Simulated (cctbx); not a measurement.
# Diagnosing a refinement

Cell a = 10.5460 Å, b = 10.5460 Å, c = 10.5460 Å, α = 90.00°, β = 90.00°, γ = 90.00°; space group Fd-3m (no. 227, origin choice 1).

Simulated single-crystal data (cctbx): Ga Kα, λ = 1.3414 Å, to d = 0.8 Å, 70 % of the full sphere, strongest reflection 20000 counts, noise from counting, a 6 % proportional error and a noise floor of 8 counts (s.d.); no absorption.

An anisotropic refinement with weights 1/σ² prints:

```text
Rint 0.055, 79 unique reflections to 0.80 A
cycle     R1     wR2    GooF  max shift (A)
   1  0.1684  0.5099  20.218   0.00217
   6  0.0325  0.0576   2.282   0.00000
final R1 0.0325 wR2 0.0575 GooF 2.281  parameters 7  data/parameter 11.3
atom        x        y        z      Ueq    occ   su(xyz)  su(Uiso or U11)
Te1    0.11798  0.11798  0.38202   0.0054  1.000  0.00004  0.0004
Cr1    0.12500  0.87500  0.37500   0.0075  1.000  0.00000  0.0007
Sc1    0.87500  0.87500  0.12500   2.0939  1.000  0.00000  0.5135
difference map: max 7.15 min -0.92 rms 0.54
Q1    0.1250  0.1250  0.1250   16    8.00  0.00 A from Sc1
Q2    0.1250  0.1250  0.6250   16    5.53  0.00 A from Cr1
Q3    0.1249  0.1249  0.8751   32    4.13  0.13 A from Te1
Q4    0.0000  0.0000  0.4270   48    0.83  1.82 A from Te1
Q5    0.0000  0.0000  0.5000    8    0.64  2.16 A from Te1
Q6    0.0403  0.0403  0.8624   96    0.63  1.37 A from Te1
```

Q: Accept it or mend it, and why?

Mend it. The fault: wrong element: Sc1 is Li. Against the right model at the same level, R1 goes from 0.0093 to 0.0325 and GooF from 0.97 to 2.28, U of Sc1 swells from 0.0086 to 2.0939 Å² and the top difference peak, 8.0 e/Å³, lies on Sc1. Sc1 has 18 electrons too many and its U swells to shed them, as expected.

The compound is LiCrTe2. The right model at the same level gives:

```text
Rint 0.055, 79 unique reflections to 0.80 A
cycle     R1     wR2    GooF  max shift (A)
   1  0.0252  0.0911   3.612   0.00039
   2  0.0093  0.0244   0.969   0.00000
final R1 0.0093 wR2 0.0244 GooF 0.969  parameters 7  data/parameter 11.3
atom        x        y        z      Ueq    occ   su(xyz)  su(Uiso or U11)
Te1    0.11809  0.11809  0.38191   0.0063  1.000  0.00002  0.0002
Cr1    0.12500  0.87500  0.37500   0.0057  1.000  0.00000  0.0003
Li1    0.87500  0.87500  0.12500   0.0086  1.000  0.00000  0.0033
difference map: max 0.54 min -0.85 rms 0.16
Q1    0.0937  0.0937  0.9063   32    0.59  0.70 A from Te1
Q2    0.1250  0.1250  0.1250   16    0.49  0.00 A from Li1
Q3    0.0581  0.0581  0.3628   96    0.48  0.92 A from Te1
Q4    0.0127  0.2198  0.2802   96    0.46  1.88 A from Te1
Q5    0.0000  0.0000  0.4160   48    0.40  1.80 A from Te1
Q6    0.0185  0.1440  0.7933  192    0.31  1.44 A from Te1
```

The model was made for the exercise: a known structure type with other elements put in, its volume estimated, not relaxed; displacement parameters are assumed.

[Middle refinement cycles are left out of these outputs.]

[Logs are printed without paths, hosts, clocks, repeated set-up lines and the standing remarks that a program may print on its own settings, such as how far it seeks lower states.]
